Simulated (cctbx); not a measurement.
## What is wrong with this refinement?

Cell a = 12.7220 Å, b = 12.7220 Å, c = 12.7220 Å, α = 90.00°, β = 90.00°, γ = 90.00°; space group Im-3 (no. 204). The compound is Tb4Cd12Sn25.

Simulated single-crystal data (cctbx): Mo Kα, λ = 0.71073 Å, to d = 0.6 Å, 95 % of the full sphere, strongest reflection 40000 counts, noise from counting, a 4 % proportional error and a noise floor of 8 counts (s.d.); no absorption.

An anisotropic refinement with weights 1/σ² prints:

```text
Rint 0.034, 58 unique reflections to 1.62 A
cycle     R1     wR2    GooF  max shift (A)
   1  0.0071  0.0158   1.326   0.00178
   2  0.0053  0.0106   0.894   0.00000
final R1 0.0053 wR2 0.0106 GooF 0.894  parameters 21  data/parameter 2.8
atom        x        y        z      Ueq    occ   su(xyz)  su(Uiso or U11)
Tb1    0.25000  0.25000  0.75000   0.0025  1.000  0.00000  0.0006
Sn1    0.36739  0.00000  0.62295   0.0039  1.000  0.00005  0.0009
Sn2    0.50000  0.37267  0.74812   0.0036  1.000  0.00005  0.0009
Sn3    0.00000  0.00000  0.00000   0.0015  1.000  0.00000  0.0010
Cd1    0.32163  0.16635  0.00000   0.0025  1.000  0.00006  0.0010
difference map: max 0.25 min -0.14 rms 0.05
Q1    0.0000  0.0000  0.5000    6    0.25  2.30 A from Sn1
Q2    0.0000  0.2359  0.1151   24    0.16  1.27 A from Cd1
Q3    0.0913  0.0913  0.0913   16    0.10  2.01 A from Sn3
Q4    0.0000  0.0000  0.3379   12    0.08  1.98 A from Sn2
Q5    0.1390  0.1401  0.2723   48    0.08  1.80 A from Sn2
Q6    0.0000  0.4427  0.3344   24    0.08  0.93 A from Sn1
```

Q: Accept it or mend it, and why?

Mend it. The fault: data cut at low resolution. Against the right model at the same level, R1 goes from 0.0067 to 0.0053 and GooF from 0.95 to 0.89. The atoms are right, but there are too few data for the parameters: R1 flatters and the s.u.s grow. Data per parameter fall from 43.9 to 2.8.

The compound is Tb4Cd12Sn25. The right model at the same level gives:

```text
Rint 0.040, 921 unique reflections to 0.60 A
cycle     R1     wR2    GooF  max shift (A)
   1  0.0164  0.0423   2.651   0.00018
   2  0.0067  0.0151   0.947   0.00000
final R1 0.0067 wR2 0.0151 GooF 0.947  parameters 21  data/parameter 43.9
atom        x        y        z      Ueq    occ   su(xyz)  su(Uiso or U11)
Tb1    0.25000  0.25000  0.75000   0.0024  1.000  0.00000  0.0000
Sn1    0.36741  0.00000  0.62290   0.0036  1.000  0.00001  0.0000
Sn2    0.50000  0.37271  0.74819   0.0033  1.000  0.00001  0.0000
Sn3    0.00000  0.00000  0.00000   0.0027  1.000  0.00000  0.0000
Cd1    0.32160  0.16621  0.00000   0.0025  1.000  0.00001  0.0000
difference map: max 0.85 min -0.86 rms 0.16
Q1    0.0000  0.3287  0.5000   12    0.89  1.80 A from Sn1
Q2    0.0000  0.0000  0.4467   12    0.82  2.40 A from Sn1
Q3    0.0000  0.4231  0.4677   24    0.69  1.40 A from Sn1
Q4    0.0000  0.2164  0.1464   24    0.63  1.36 A from Cd1
Q5    0.0000  0.3512  0.2333   24    0.62  0.93 A from Cd1
Q6    0.0694  0.2095  0.2849   48    0.55  1.45 A from Sn2
```

Isotropic U is held between 0.0001 and 1 Å² by the program, and listed peak heights are interpolated, so they can pass the grid's maximum.

The model is made up (kin elements in a known structure type, no relaxation), so it says nothing on whether the phase exists.

[Middle refinement cycles are left out of these outputs.]

[Logs are printed without paths, hosts, clocks, repeated set-up lines and the standing remarks that a program may print on its own settings, such as how far it seeks lower states.]
